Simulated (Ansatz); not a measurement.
An input for Ansatz 0.2.0 (SnSe2 (P-3m1)):

```yaml
crystal:
  lattice:
    - [3.811, 0.0, 0.0]
    - [-1.9055, 3.3004228138, 0.0]
    - [0.0, 0.0, 6.136]
  atoms:
    - { symbol: Sn, position: [0.0, 0.0, 0.0] }
    - { symbol: Se, position: [0.3333333333, 0.6666666667, 0.2614399677] }
    - { symbol: Se, position: [0.6666666667, 0.3333333333, 0.7385600323] }
kpoints:
  mp_grid: { grid: [6, 6, 4] }
hamiltonian:
  xc: pbe
  pseudopotentials: { kind: paw, azcp: { folder: soft_1 } }
scf:
  occupations: { method: fixed }
gw:
  n_empty_bands: 230
  ecut_chi: 120
  qp_bands: [v2, c2]
  qp_kpoints: band_edges
  screening: { model: contour_deformation }
```

```sh
ansatz run input.yaml --threads 3 --pin off --max-ram 92160MiB --backend cuda --events-out ev --progress --plain --runs-dir out --devices 1 --max-vram 13GiB
```

**Question.** Estimate wall time and host memory on 1 × NVIDIA H100 80GB HBM3 (shared by 6 runs) with 3 threads of AMD EPYC 7R13 (Zen 3), shared host.

It took 40 s; on shared hardware allow 20 s to 81 s. Peak host memory was 1.5 GiB. The sizes that set the cost: 1485 plane waves a state, 24 irreducible k points, 253 bands summed, 245 plane waves in the screening and 8 SCF cycles.

The screening grows as filled bands × empty bands × pairs of k points, times the square of the screening basis for the matrix.

[Paths, hosts, dates, memory and timing lines, banners, echoed tables and standing remarks are left out of the program output.]

[Logs are printed without paths, hosts, clocks, repeated set-up lines and the standing remarks that a program may print on its own settings, such as how far it seeks lower states.]

[Runs of the session that timed out or met a known fault of the program may be left out.]

[Cells called generated may have been cut or substituted from an entry of the Crystallography Open Database or the Materials Project.]

[Hosts, paths, dates, database ids (printed as entryN), source tags and the programs' standing remarks are cut or masked in the printed files.]
